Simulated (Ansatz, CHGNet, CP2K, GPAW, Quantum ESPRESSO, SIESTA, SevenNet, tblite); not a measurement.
# Random packing of 35PbO-65B2O3 (mol %) (67 atoms) in CP2K, part 2 of 2

Wanted: CP2K inputs and outputs for random packing of 35PbO-65B2O3 (mol %) (67 atoms), checked against a plane-wave reference.

Program: CP2K 2026.2; the method stands at each step. Banners, paths, timers and routine set-up lines are dropped from the logs unmarked, and long logs keep their key lines alone; longer cuts are marked.

So far. Step 2 (PBE, DZVP-MOLOPT-SR, 600/50 Ry, diagonalisation): Forces lie 3.2 % from the reference's, at 0.54 times its CPU time. Step 3 (PBE, SZV-MOLOPT-SR, 600/50 Ry, diagonalisation): Against the first run (3.2 %), the force difference from the reference is 34 %, at 0.58 times the CPU time (on 2 against 4 cores), with 268 basis functions against 871: the smaller basis costs accuracy.

## (4) PBE, DZVP-MOLOPT-SR, 600/30 Ry, diagonalisation

Method: Kohn-Sham DFT, PBE, GTH-PBE pseudopotentials, Gaussian and plane waves, DZVP-MOLOPT-SR-GTH, diagonalisation.

Contents of input.inp:

```
&GLOBAL
  PROJECT cell
  RUN_TYPE ENERGY_FORCE
  PRINT_LEVEL LOW
&END GLOBAL
&FORCE_EVAL
  METHOD QS
  STRESS_TENSOR ANALYTICAL
  &DFT
    BASIS_SET_FILE_NAME BASIS_MOLOPT
    POTENTIAL_FILE_NAME GTH_POTENTIALS
    &MGRID
      CUTOFF 600
      REL_CUTOFF 30
      NGRIDS 5
    &END MGRID
    &QS
      EPS_DEFAULT 1.0E-12
    &END QS
    &SCF
      SCF_GUESS ATOMIC
      EPS_SCF 1.0E-06
      MAX_SCF 200
      ADDED_MOS 14
      &DIAGONALIZATION
        ALGORITHM STANDARD
      &END DIAGONALIZATION
      &SMEAR ON
        METHOD FERMI_DIRAC
        ELECTRONIC_TEMPERATURE [K] 580
      &END SMEAR
      &MIXING
        METHOD BROYDEN_MIXING
        ALPHA 0.3
        NBROYDEN 8
      &END MIXING
      &PRINT
        &RESTART OFF
        &END RESTART
      &END PRINT
    &END SCF
    &XC
      &XC_FUNCTIONAL PBE
      &END XC_FUNCTIONAL
    &END XC
    &PRINT
      &MULLIKEN ON
      &END MULLIKEN
      &LOWDIN ON
      &END LOWDIN
      &MO ON
        EIGENVALUES T
        OCCUPATION_NUMBERS T
        MO_INDEX_RANGE 151 174
        &EACH
          QS_SCF 0
        &END EACH
        ADD_LAST NUMERIC
      &END MO
    &END PRINT
  &END DFT
  &SUBSYS
    &CELL
      A 9.37580 0.00000 0.00000
      B 0.00000 9.37580 0.00000
      C 0.00000 0.00000 9.37580
    &END CELL
    &COORD
[... 67 atom lines left out: the same atoms as in the first run ...]
    &END COORD
    &KIND Pb
      BASIS_SET DZVP-MOLOPT-SR-GTH-q4
      POTENTIAL GTH-PBE-q4
    &END KIND
    &KIND O
      BASIS_SET DZVP-MOLOPT-SR-GTH-q6
      POTENTIAL GTH-PBE-q6
    &END KIND
    &KIND B
      BASIS_SET DZVP-MOLOPT-SR-GTH-q3
      POTENTIAL GTH-PBE-q3
    &END KIND
  &END SUBSYS
  &PRINT
    &FORCES ON
    &END FORCES
    &STRESS_TENSOR ON
    &END STRESS_TENSOR
  &END PRINT
&END FORCE_EVAL
```

The run is started by

```sh
$ OMP_NUM_THREADS=1 mpirun -np 4 cp2k.psmp -i input.inp > output.txt
```

Numbers of over 12 decimals in the logs are rounded to 6 here.

Output:

```text
CP2K| version string:                                       CP2K version 2026.2
 CP2K| Input file name                                                 input.inp
 GLOBAL| Basis set file name                                        BASIS_MOLOPT
 GLOBAL| Potential file name                                      GTH_POTENTIALS
[... lines left out ...]
 Number of electrons:                                                        324
[... lines left out ...]
  Step     Update method      Time    Convergence         Total energy    Change
[... lines left out ...]
  *** SCF run converged in    60 steps ***
[... lines left out ...]
  Fermi energy:                                                 0.100227
  Total energy:                                              -704.447020
  Total energy (extrapolated to T->0):                       -704.439854
[... lines left out ...]
 MO| E(Fermi):            0.100227 a.u.          2.727309 eV
[... lines left out ...]
 ENERGY| Total FORCE_EVAL ( QS ) energy [hartree]           -704.447022
[... lines left out ...]
 FORCES|      1 -6.72145839E-02 -4.34884923E-02  2.26033221E-03   8.00884408E-02
 FORCES|      2 -1.20653584E-02  7.95490263E-03 -9.51918688E-02   9.62826320E-02
 FORCES|      3  5.23756200E-02  1.72170633E-02 -2.51960397E-02   6.06174336E-02
[...]
FORCES|     66  2.65970270E-02  3.78173620E-02  1.42439844E-02   4.83781542E-02
 FORCES|     67 -3.89133555E-03  2.24751079E-02 -7.24772864E-02   7.59817742E-02
 FORCES| Sum     5.93597742E-03 -7.03426538E-05 -3.44363138E-04
 FORCES| Total atomic force                                       5.94637385E-03
 STRESS| Analytical stress tensor [bar]
 STRESS|                        x                   y                   z
 STRESS|      x       -1.46640739309E+05  -1.36765904049E+03   9.89356774923E+03
 STRESS|      y       -1.36765904049E+03  -1.50589297778E+05   1.73628589468E+03
 STRESS|      z        9.89356774923E+03   1.73628589468E+03  -1.32873406751E+05
 STRESS| 1/3 Trace                                            -1.43367814612E+05
```

The job ended after 1.7 min (4 MPI ranks of Arm Neoverse V2, shared host; peak memory 3.2 GiB).

Against the reference:

| Item | Value |
| --- | --- |
| r.m.s. force component | 2.556 eV/Å |
| r.m.s. difference of force components | 83.31 meV/Å |
| longest difference of force vectors | 308.5 meV/Å |
| force difference over r.m.s. force | 3.23 % |
| slope of forces against the reference's | 0.9904 |
| correlation of force components | 0.9995 |
| pressure | -14.34 GPa |
| pressure difference | 1.039 GPa |
| energy less the same-level run's | -0.6996 meV/atom |
| r.m.s. force difference from the same-level run | 4.631 meV/Å |

This is a coarse setting, run to see what it loses.

Against the first run (3.2 %), the force difference from the reference is 3.2 %, at 0.69 times the CPU time: the change moves forces by 4.6 meV/Å r.m.s., so most of the difference comes from elsewhere.

## (5) PBE+D3(BJ), DZVP-MOLOPT-SR, 600/50 Ry, diagonalisation

Method: Kohn-Sham DFT, PBE+D3(BJ), GTH-PBE pseudopotentials, Gaussian and plane waves, DZVP-MOLOPT-SR-GTH, diagonalisation.

input.inp: that of step 4 with these lines changed.

```diff
@@ -13,3 +13,3 @@
       CUTOFF 600
-      REL_CUTOFF 30
+      REL_CUTOFF 50
       NGRIDS 5
@@ -44,2 +44,10 @@
       &END XC_FUNCTIONAL
+      &VDW_POTENTIAL
+        POTENTIAL_TYPE PAIR_POTENTIAL
+        &PAIR_POTENTIAL
+          TYPE DFTD3(BJ)
+          PARAMETER_FILE_NAME dftd3.dat
+          REFERENCE_FUNCTIONAL PBE
+        &END PAIR_POTENTIAL
+      &END VDW_POTENTIAL
     &END XC
```

Output:

```text
CP2K| version string:                                       CP2K version 2026.2
 CP2K| Input file name                                                 input.inp
 GLOBAL| Basis set file name                                        BASIS_MOLOPT
 GLOBAL| Potential file name                                      GTH_POTENTIALS
[... lines left out ...]
 Number of electrons:                                                        324
[... lines left out ...]
  Step     Update method      Time    Convergence         Total energy    Change
[... lines left out ...]
  *** SCF run converged in    60 steps ***
[... lines left out ...]
  Fermi energy:                                                 0.100241
  Total energy:                                              -704.821450
  Total energy (extrapolated to T->0):                       -704.814285
[... lines left out ...]
 MO| E(Fermi):            0.100241 a.u.          2.727693 eV
[... lines left out ...]
 ENERGY| Total FORCE_EVAL ( QS ) energy [hartree]           -704.821453
[... lines left out ...]
 FORCES|      1 -7.04972313E-02 -4.47483051E-02  4.79319980E-03   8.36375824E-02
 FORCES|      2 -1.32206618E-02  7.43503707E-03 -9.47319435E-02   9.59385573E-02
 FORCES|      3  4.93744604E-02  1.67421350E-02 -2.97513776E-02   6.00273346E-02
[...]
FORCES|     66  2.55767490E-02  3.51200117E-02  1.89501500E-02   4.73992985E-02
 FORCES|     67 -3.00107353E-03  2.18243181E-02 -7.29605975E-02   7.62138838E-02
 FORCES| Sum     6.61678662E-03 -5.49291380E-04  9.91139868E-04
 FORCES| Total atomic force                                       6.71311734E-03
 STRESS| Analytical stress tensor [bar]
 STRESS|                        x                   y                   z
 STRESS|      x       -1.51468295028E+05  -1.10954321848E+03   1.11865204625E+04
 STRESS|      y       -1.10954321848E+03  -1.56398420851E+05   2.62517236045E+03
 STRESS|      z        1.11865204625E+04   2.62517236045E+03  -1.37233362334E+05
 STRESS| 1/3 Trace                                            -1.48366692738E+05
```

Elapsed: 2.6 min, on 4 MPI ranks; peak memory 3.2 GiB; 10 min of CPU time.

Against the reference:

| Item | Value |
| --- | --- |
| r.m.s. force component | 2.512 eV/Å |
| r.m.s. difference of force components | 148.1 meV/Å |
| longest difference of force vectors | 562.5 meV/Å |
| force difference over r.m.s. force | 5.741 % |
| slope of forces against the reference's | 0.9727 |
| correlation of force components | 0.9987 |
| pressure | -14.84 GPa |
| pressure difference | 0.5393 GPa |

Against the first run (3.2 %), the force difference from the reference is 5.7 %, at 1.0 times the CPU time; the model has changed, so this is no error of the program alone.

## (6) All runs compared

Differences are against the plane-wave reference, forces as r.m.s. over components; share is that over the reference's r.m.s. force, slope the least-squares factor from reference forces to these. Total energies of different programs have different zeros and aren't compared.

```tsv
run	Δ force, r.m.s. (meV/Å)	share (%)	slope	Δ pressure (GPa)	cores	CPU time	memory (GiB)
reference	-	-	-	-	4	19 min	2.2
CP2K PBE, DZVP-MOLOPT-SR, 600/50 Ry, diagonalisation	83.4	3.23	0.990	0.979	4	10 min	3.1
CP2K PBE, SZV-MOLOPT-SR, 600/50 Ry, diagonalisation (coarse)	888	34.4	0.833	10.6	2	5.9 min	2.1
CP2K PBE, DZVP-MOLOPT-SR, 600/30 Ry, diagonalisation (coarse)	83.3	3.23	0.990	1.04	4	7 min	3.2
CP2K PBE+D3(BJ), DZVP-MOLOPT-SR, 600/50 Ry, diagonalisation	148	5.74	0.973	0.539	4	10 min	3.2
```

Rows marked coarse were listed beforehand as settings not expected to be converged; some can still land near the reference.

CPU time is summed over cores on a shared host, where runs went side by side, so it is rough. Symmetry, cutoffs, thresholds, outputs and thread counts weren't matched or tuned between programs; memory under MPI is the largest rank's times the ranks.

Within one program, basis, potentials and functional, energies share a zero. Each run against its twin at the usual cutoff or grid and solver:

```tsv
run	twin	Δ energy (meV/atom)	Δ force, r.m.s. (meV/Å)	CPU time over the twin's
CP2K PBE, DZVP-MOLOPT-SR, 600/30 Ry, diagonalisation	DZVP-MOLOPT-SR, 600/50 Ry, diagonalisation	-0.700	4.63	0.69
```

Further runs of this program without a result: CP2K GFN1-xTB, diagonalisation (not converged).

## (7) Outcome

```json
{"nearest in forces": "a tie at 3.2 % of 2 runs: CP2K PBE, DZVP-MOLOPT-SR, 600/50 Ry, diagonalisation; CP2K PBE, DZVP-MOLOPT-SR, 600/30 Ry, diagonalisation (coarse)"}
```

What this shows: The PBE run in local orbitals, coarse settings apart, differs by 3.2 % (CP2K PBE, DZVP-MOLOPT-SR, 600/50 Ry, diagonalisation); basis, grid and potentials can all enter. Rows with another functional or a dispersion term differ by 5.7 % (CP2K PBE+D3(BJ), DZVP-MOLOPT-SR, 600/50 Ry, diagonalisation), which mixes the change of model with differences of basis and potentials. Runs with settings chosen to be coarse differ by 3.2 % (CP2K PBE, DZVP-MOLOPT-SR, 600/30 Ry, diagonalisation) to 34 % (CP2K PBE, SZV-MOLOPT-SR, 600/50 Ry, diagonalisation), their programs' other errors included. Of the electronic-structure runs that take under half the reference's CPU time, CP2K PBE, DZVP-MOLOPT-SR, 600/30 Ry, diagonalisation comes nearest, at 3.2 % in 7 min against 19 min. In pressure, CP2K PBE, SZV-MOLOPT-SR, 600/50 Ry, diagonalisation misses by +10.6 GPa, at the same functional. The potentials hold different valence shells: 384 electrons in the reference, 324 in CP2K with SZV-MOLOPT-SR; this bears on time and differences. The reference's pressure holds the uncorrected Pulay stress of its 60 Ry basis, so small pressure differences, and their order, may be the reference's own error. The reference's pressure of -15 GPa belongs to a cell and atoms that aren't relaxed at this level. The electronic-structure runs sample only Γ, in a cell whose shortest periodic width is 9 Å, which is coarse for a cell with partly filled levels. Spin–orbit coupling is left out, which matters for the levels of the heavy elements.

[Also dropped from logs without a mark: logging warnings of Python, and SIESTA's first energy breakdown and zero terms.]

[Logs are printed without paths, hosts, clocks, repeated set-up lines and the standing remarks that a program may print on its own settings, such as how far it seeks lower states.]

[Hosts, paths, dates, database ids (printed as entryN), source tags and the programs' standing remarks are cut or masked in the printed files.]
